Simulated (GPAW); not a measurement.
## Dielectric function and optical constants of TiPt3

Aim: the dielectric function of TiPt3, and the optical constants that follow from it. The cell comes from an older database entry, whose edges can differ from later determinations, mostly by under a per cent.

Main program and level: GPAW 26.7.0; DFT, PBE, plane-wave PAW (GPAW data sets), scalar-relativistic, RPA, optical limit.

The database entry behind the starting cell is an old determination (1943), so it need not match the best structure at ambient conditions.

### Step 1. Set-up

The structure is cubic, space group Pm-3m (No. 221). The conventional cell has a = 3.897 Å, b = 3.897 Å, c = 3.897 Å, α = 90.00°, β = 90.00°, γ = 90.00°. Nearest to Pt lie 8 Pt at 2.76 Å and 4 Ti at 2.76 Å. Nearest to Ti lie 12 Pt at 2.76 Å. Farther neighbours are not listed.

Structure file:

```cif
data_structure
_symmetry_space_group_name_H-M 'Pm-3m'
_symmetry_Int_Tables_number 221
_cell_length_a 3.8970
_cell_length_b 3.8970
_cell_length_c 3.8970
_cell_angle_alpha 90.000
_cell_angle_beta 90.000
_cell_angle_gamma 90.000
_cell_volume 59.18
loop_
_atom_site_label
_atom_site_type_symbol
_atom_site_symmetry_multiplicity
_atom_site_Wyckoff_symbol
_atom_site_fract_x
_atom_site_fract_y
_atom_site_fract_z
_atom_site_occupancy
Pt1 Pt 3 c 0.50000 0.50000 0.00000 1
Ti1 Ti 1 a 0.00000 0.00000 0.00000 1
```

### Step 2. Ground state

First the ground state: is it a metal or has it a gap?

This step: DFT, PBE, plane-wave PAW (GPAW data sets), scalar-relativistic, ground state (GPAW 26.7.0).

Input file gs.py:

```python
from ase import Atoms
from ase.dft.bandgap import bandgap
from gpaw import GPAW, PW, FermiDirac

atoms = Atoms(['Pt', 'Pt', 'Pt', 'Ti'],
              cell=[[3.897000000000, 0.000000000000, 0.000000000000],
                    [0.000000000000, 3.897000000000, 0.000000000000],
                    [0.000000000000, 0.000000000000, 3.897000000000]],
              scaled_positions=[[0.500000000000, 0.500000000000, 0.000000000000],
                                [0.500000000000, 0.000000000000, 0.500000000000],
                                [0.000000000000, 0.500000000000, 0.500000000000],
                                [0.000000000000, 0.000000000000, 0.000000000000]],
              pbc=[True, True, True])
atoms.calc = GPAW(mode=PW(500), xc='PBE', kpts={'size': (6, 6, 6), 'gamma': True},
                  occupations=FermiDirac(0.05), maxiter=150, txt='gs.txt')
print('energy (eV)', atoms.get_potential_energy())
print('Fermi level (eV)', atoms.calc.get_fermi_level())
print('valence electrons', atoms.calc.get_number_of_electrons())
print('gap (eV)', bandgap(atoms.calc, output=None)[0])
print('direct gap (eV)', bandgap(atoms.calc, direct=True, output=None)[0])
atoms.calc.write('gs.gpw')
```

The run is started by

```console
OMP_NUM_THREADS=1 python gs.py
```

Numbers of over 12 decimals in the logs are rounded to 6 here.

Log:

```text
__  _  _
 | _ |_)|_||  |
 |__||  | ||/\| - 26.7.0

Versions:
  Python: 3.12.14
  ASE:    3.29.0
  Numpy:  2.5.5
  Scipy:  1.18.1
  Libxc:  7.0.0

Input parameters:
  mode=PW(ecut=500.0),
  kpts=MonkhorstPack(size=(6, 6, 6), gamma=True),
  maxiter=150,
  occupations=Occupations(name='fermi-dirac', width=0.05, fixmagmom=False),
  xc=XC(name='PBE')

Diagonalizing LCAO Hamiltonian
Converting LCAO to pw mode
   .---------.
  /|         |
 * |         |
 |Pt         |
 | |         |
 | .--Pt-----.
 |/    Pt   /
 Ti--------*

Atoms  # Å, Bohr magnetons
|   | symbol |        x |        y |        z |    initial magnetic moments |
| 0 |     Pt | 1.948500 | 1.948500 | 0.000000 | ( 0.0000,  0.0000,  0.0000) |
| 1 |     Pt | 1.948500 | 0.000000 | 1.948500 | ( 0.0000,  0.0000,  0.0000) |
| 2 |     Pt | 0.000000 | 1.948500 | 1.948500 | ( 0.0000,  0.0000,  0.0000) |
| 3 |     Ti | 0.000000 | 0.000000 | 0.000000 | ( 0.0000,  0.0000,  0.0000) |

Unit cell  # Å
| periodic |        x |        y |        z |  lengths |    angles |
|      yes | 3.897000 | 0.000000 | 0.000000 | 3.897000 | 90.000000 |
|      yes | 0.000000 | 3.897000 | 0.000000 | 3.897000 | 90.000000 |
|      yes | 0.000000 | 0.000000 | 3.897000 | 3.897000 | 90.000000 |

Number of symmetries: 48
Symmetry operations  # r_c * U_cc + t_c -> r_c
|    | kind |            matrix            |
|  0 |  E   |  1, 0, 0,  0, 1, 0,  0, 0, 1 |
|  1 |  σ   |  1, 0, 0,  0, 1, 0,  0, 0,-1 |
|  2 |  σ   |  1, 0, 0,  0, 0, 1,  0, 1, 0 |
|  3 |  C4  |  1, 0, 0,  0, 0, 1,  0,-1, 0 |
|  4 |  C4  |  1, 0, 0,  0, 0,-1,  0, 1, 0 |
|  5 |  σ   |  1, 0, 0,  0, 0,-1,  0,-1, 0 |
|  6 |  σ   |  1, 0, 0,  0,-1, 0,  0, 0, 1 |
|  7 |  C2  |  1, 0, 0,  0,-1, 0,  0, 0,-1 |
|  8 |  σ   |  0, 1, 0,  1, 0, 0,  0, 0, 1 |
|  9 |  C2  |  0, 1, 0,  1, 0, 0,  0, 0,-1 |
| 10 |  C3  |  0, 1, 0,  0, 0, 1,  1, 0, 0 |
| 11 |  S6  |  0, 1, 0,  0, 0, 1, -1, 0, 0 |
| 12 |  S6  |  0, 1, 0,  0, 0,-1,  1, 0, 0 |
| 13 |  C3  |  0, 1, 0,  0, 0,-1, -1, 0, 0 |
| 14 |  C4  |  0, 1, 0, -1, 0, 0,  0, 0, 1 |
| 15 |  S4  |  0, 1, 0, -1, 0, 0,  0, 0,-1 |
| 16 |  C3  |  0, 0, 1,  1, 0, 0,  0, 1, 0 |
| 17 |  S6  |  0, 0, 1,  1, 0, 0,  0,-1, 0 |
| 18 |  σ   |  0, 0, 1,  0, 1, 0,  1, 0, 0 |
| 19 |  C4  |  0, 0, 1,  0, 1, 0, -1, 0, 0 |
| 20 |  C2  |  0, 0, 1,  0,-1, 0,  1, 0, 0 |
| 21 |  S4  |  0, 0, 1,  0,-1, 0, -1, 0, 0 |
| 22 |  S6  |  0, 0, 1, -1, 0, 0,  0, 1, 0 |
| 23 |  C3  |  0, 0, 1, -1, 0, 0,  0,-1, 0 |
| 24 |  S6  |  0, 0,-1,  1, 0, 0,  0, 1, 0 |
| 25 |  C3  |  0, 0,-1,  1, 0, 0,  0,-1, 0 |
| 26 |  C4  |  0, 0,-1,  0, 1, 0,  1, 0, 0 |
| 27 |  σ   |  0, 0,-1,  0, 1, 0, -1, 0, 0 |
| 28 |  S4  |  0, 0,-1,  0,-1, 0,  1, 0, 0 |
| 29 |  C2  |  0, 0,-1,  0,-1, 0, -1, 0, 0 |
| 30 |  C3  |  0, 0,-1, -1, 0, 0,  0, 1, 0 |
| 31 |  S6  |  0, 0,-1, -1, 0, 0,  0,-1, 0 |
| 32 |  C4  |  0,-1, 0,  1, 0, 0,  0, 0, 1 |
| 33 |  S4  |  0,-1, 0,  1, 0, 0,  0, 0,-1 |
| 34 |  S6  |  0,-1, 0,  0, 0, 1,  1, 0, 0 |
| 35 |  C3  |  0,-1, 0,  0, 0, 1, -1, 0, 0 |
| 36 |  C3  |  0,-1, 0,  0, 0,-1,  1, 0, 0 |
| 37 |  S6  |  0,-1, 0,  0, 0,-1, -1, 0, 0 |
| 38 |  σ   |  0,-1, 0, -1, 0, 0,  0, 0, 1 |
| 39 |  C2  |  0,-1, 0, -1, 0, 0,  0, 0,-1 |
| 40 |  σ   | -1, 0, 0,  0, 1, 0,  0, 0, 1 |
| 41 |  C2  | -1, 0, 0,  0, 1, 0,  0, 0,-1 |
| 42 |  C2  | -1, 0, 0,  0, 0, 1,  0, 1, 0 |
| 43 |  S4  | -1, 0, 0,  0, 0, 1,  0,-1, 0 |
| 44 |  S4  | -1, 0, 0,  0, 0,-1,  0, 1, 0 |
| 45 |  C2  | -1, 0, 0,  0, 0,-1,  0,-1, 0 |
| 46 |  C2  | -1, 0, 0,  0,-1, 0,  0, 0, 1 |
| 47 |  i   | -1, 0, 0,  0,-1, 0,  0, 0,-1 |

BZ-sampling:
  Number of BZ points: 216
  Number of IBZ points: 20

  Monkhorst-Pack size: [6, 6, 6]
  Monkhorst-Pack shift: [0.083333, 0.083333, 0.083333]

K-points  # in reciprocal-cell coordinates
|     |                                coordinates |     weight |
|   0 | (  0.00000000,   0.00000000,   0.00000000) | 0.00462963 |
|   1 | (  0.16666667,   0.00000000,   0.00000000) | 0.02777778 |
|   2 | (  0.16666667,   0.16666667,   0.00000000) | 0.05555556 |
|   3 | (  0.16666667,   0.16666667,   0.16666667) | 0.03703704 |
|   4 | (  0.33333333,   0.00000000,   0.00000000) | 0.02777778 |
|   5 | (  0.33333333,   0.16666667,   0.00000000) | 0.11111111 |
|   6 | (  0.33333333,   0.16666667,   0.16666667) | 0.11111111 |
|   7 | (  0.33333333,   0.33333333,   0.00000000) | 0.05555556 |
|   8 | (  0.33333333,   0.33333333,   0.16666667) | 0.11111111 |
|   9 | (  0.33333333,   0.33333333,   0.33333333) | 0.03703704 |
| ... |                                            |            |
|  19 | (  0.50000000,   0.50000000,   0.50000000) | 0.00462963 |

Plane wave coefficients: 1518
Cutoff: 500.0 eV

Spin-components: 1 (collinear spins)
Bands:           40
Projectors:      24
Spin-degeneracy: 2
Datatype:        complex128

Parallelization:
  kpt:    1
  domain: 1
  band:   1

Density:
  Valence electrons: 60.0
  Components: 1
  Grid points: [21 21 21]
  Charge: 0.0  # |e|

Potential:
  Grid points: [21 21 21]

species:
  Pt:
    name:    Platinum
    id:
    Z:       78.0
    valence: 16
    core:    62
    charge:  0.0  # [|e|]
    compensation charges:
      type: gauss
      rc: 0.41  # [Å]
      lmax: 2
    cutoffs:
      filter: 2.26  # [Å]
      core: 2.26  # [Å]
    projectors
    | kind |    occ | energy [eV] | rcut [Å] |
    |   6s |  1.000 |      -5.628 |    1.307 |
    |   5p |  6.000 |     -56.051 |    1.371 |
    |   6p |  0.000 |      -0.845 |    1.371 |
    |   5d |  9.000 |      -6.153 |    1.307 |
    |    s |        |      21.583 |    1.307 |
    |    d |        |      21.058 |    1.307 |

    Using partial waves for Pt as LCAO basis

  Ti:
    name:    Titanium
    id:
    Z:       22.0
    valence: 12
    core:    10
    charge:  0.0  # [|e|]
    compensation charges:
      type: gauss
      rc: 0.38  # [Å]
      lmax: 2
    cutoffs:
      filter: 2.23  # [Å]
      core: 1.02  # [Å]
    projectors
    | kind |    occ | energy [eV] | rcut [Å] |
    |   3s |  2.000 |     -62.623 |    1.270 |
    |   4s |  2.000 |      -4.466 |    1.270 |
    |   3p |  6.000 |     -38.862 |    1.058 |
    |   4p |  0.000 |      -1.466 |    1.058 |
    |   3d |  2.000 |      -4.258 |    1.058 |
    |    d |        |      22.953 |    1.058 |

    Using partial waves for Ti as LCAO basis

Reference energy: -1524350.102584  # eV

eigensolver:
  PPCG
  Converge bands: occupied
  niter=2

density mixing:
  MSR1-Mixer
  Pratt-step length: 0.05
  Maximum mixing coefficient: 0.75
  Old densities: 10
  SVD Regularization: 0.005
  Good broyden scale: 1.0
  Trust region scale: 1.0
  Backstep threshold: 4.0
  History deletion threshold: 6.0
  Fourier metric: weight=20.0, sigma=0.015

occupation numbers:
  Fermi-Dirac:
    width: 0.0500  # eV

poisson solver:
  ecut: 4000.0  # eV

xc functional:
  name: PBE with 2 nearest neighbor stencil

convergence criteria:
- Maximum [total energy] change in last 3 cyles: 0.0005 eV / valence electron
- Maximum integral of absolute [dens]ity change: 0.0001 electrons / valence electron
- Maximum integral of absolute [eigenst]ate change: 4e-08 eV^2 / valence electron
maximum number of iterations: 150

SCF iterations
|iter     |      energy | eigst |  dens |
|iter:   1||  -32.105754 | +0.29 |       |
|iter:   2||  -30.981220 | -1.69 | -1.01 |
|iter:   3||  -30.051897 | -1.96 | -1.18 |
|iter:   4||  -29.299532 | -1.63 | -1.34 |
|iter:   5||  -29.251075 | -2.57 | -1.84 |
|iter:   6||  -29.244259 | -3.08 | -2.27 |
|iter:   7||  -29.246266c| -3.10 | -2.58 |
|iter:   8||  -29.246424c| -5.00 | -3.38 |
|iter:   9||  -29.246412c| -5.00 | -3.54 |
|iter:  10||  -29.246382c| -6.44 | -4.16c|
|iter:  11||  -29.246367c| -7.56c| -4.54c|

Converged in 11 steps
SCF loop duration: 27.488 s (2.499 s/step)
Energy contributions relative to reference atoms: (reference = -1524350.102584)

Energy contributions:
  Kinetic:          -2.354429
  Coulomb:          -4.244284
  Zero:             -1.478583
  External:          0.000000
  Xc:              -21.161979
  Entropy:          -0.014184
  Spinorbit:         0.000000
  ----------------------------
  Free energy:     -29.253458
  Extrapolated:    -29.246367

dipole moment: (-25.843450, -25.843450, -25.843450)  # |e|*Ang

Fermi level: 12.611
Eigenvalues  # (at kpt = [0.000, 0.000, 0.000])
| band index |      eig [eV] | occ [0-2] |
|          0 |       -45.580 |     2.000 |
|        ... |               |           |
|         21 |         8.964 |     2.000 |
|         22 |         8.964 |     2.000 |
|         23 |        10.885 |     2.000 |
|         24 |        10.885 |     2.000 |
|         25 |        12.023 |     2.000 |
|         26 |        12.604 |     1.075 |
|         27 |        12.604 |     1.075 |
|         28 |        12.604 |     1.075 |
|         29 |        13.976 |     0.000 |
|         30 |        13.976 |     0.000 |
|         31 |        14.220 |     0.000 |
|         32 |        14.220 |     0.000 |
|         33 |        14.220 |     0.000 |
|         34 |        14.612 |     0.000 |
|         35 |        14.612 |     0.000 |
|         36 |        14.612 |     0.000 |
|        ... |               |           |
|         39 |        24.568 |     0.000 |

No gap
No difference between direct/indirect transitions

--- standard output ---
energy (eV) -29.246367
Fermi level (eV) 12.611493
valence electrons 60.0
gap (eV) 0.0
direct gap (eV) 0.0
```

The job ended after 31 s (1 thread of Arm Neoverse V1, shared host; peak memory 0.17 GiB).

This step gave:

```
energy       : -29.25 eV
Fermi energy : 12.61 eV
electrons    : 60
```

There are states at the Fermi level within the smearing, so the occupations stay smeared and the carriers get a Drude term.

### Step 3. Bands for the response

The response needs many more empty bands than the density does.

This step: DFT, PBE, plane-wave PAW (GPAW data sets), scalar-relativistic, bands at fixed density (GPAW 26.7.0).

Input file nscf.py:

```python
from ase.dft.bandgap import bandgap
from gpaw import GPAW, FermiDirac

calc = GPAW('gs.gpw').fixed_density(kpts={'size': (11, 11, 11), 'gamma': True}, nbands=65, convergence={'bands': 59},
                                    occupations=FermiDirac(0.05), txt='nscf.txt')
print('gap (eV)', bandgap(calc, output=None)[0])
print('direct gap (eV)', bandgap(calc, direct=True, output=None)[0])
print('top band over the Fermi level (eV)', min(calc.get_eigenvalues(kpt=k)[58] for k in range(len(calc.get_ibz_k_points()))) - calc.get_fermi_level())
calc.write('full.gpw', mode='all')
```

The run is started by

```console
OMP_NUM_THREADS=1 python nscf.py
```

Log:

```text
Diagonalizing LCAO Hamiltonian
Converting LCAO to pw mode
convergence criteria:
- Maximum integral of absolute [eigenst]ate change: 4e-08 eV^2 / valence electron
maximum number of iterations: 150

SCF iterations
|iter     |      energy | eigst |  dens |
|iter:   1||             | +2.64 |       |
|iter:   2||             | +1.18 |       |
|iter:   3||             | -0.28 |       |
|iter:   4||             | -1.40 |       |
|iter:   5||             | -2.44 |       |
|iter:   6||             | -3.26 |       |
|iter:   7||             | -4.22 |       |
|iter:   8||             | -5.14 |       |
|iter:   9||             | -6.18 |       |
|iter:  10||             | -7.05 |       |
|iter:  11||             | -7.58c|       |
SCF steps: 11
  __  _  _
 | _ |_)|_||  |
 |__||  | ||/\| - 26.7.0

Versions:
  Python: 3.12.14
  ASE:    3.29.0
  Numpy:  2.5.5
  Scipy:  1.18.1
  Libxc:  7.0.0

Input parameters:
  mode=PW(ecut=500.0),
  convergence={'bands': 59},
  gpts=array([21, 21, 21]),
  kpts=MonkhorstPack(size=(11, 11, 11), gamma=True),
  maxiter=150,
  nbands=65,
  occupations=Occupations(name='fermi-dirac', width=0.05, fixmagmom=False),
  parallel={},
  xc=XC(name='PBE')

--- standard output ---
gap (eV) 0.0
direct gap (eV) 0.0
top band over the Fermi level (eV) 26.361510
```

It took 2 min on 1 thread; peak memory 0.27 GiB.

[end of part 1 of 2]

[Machine, clock and banner lines and Python warnings are left out of the logs.]

[Logs are printed without paths, hosts, clocks, repeated set-up lines and the standing remarks that a program may print on its own settings, such as how far it seeks lower states.]

[Hosts, paths, dates, database ids (printed as entryN), source tags and the programs' standing remarks are cut or masked in the printed files.]
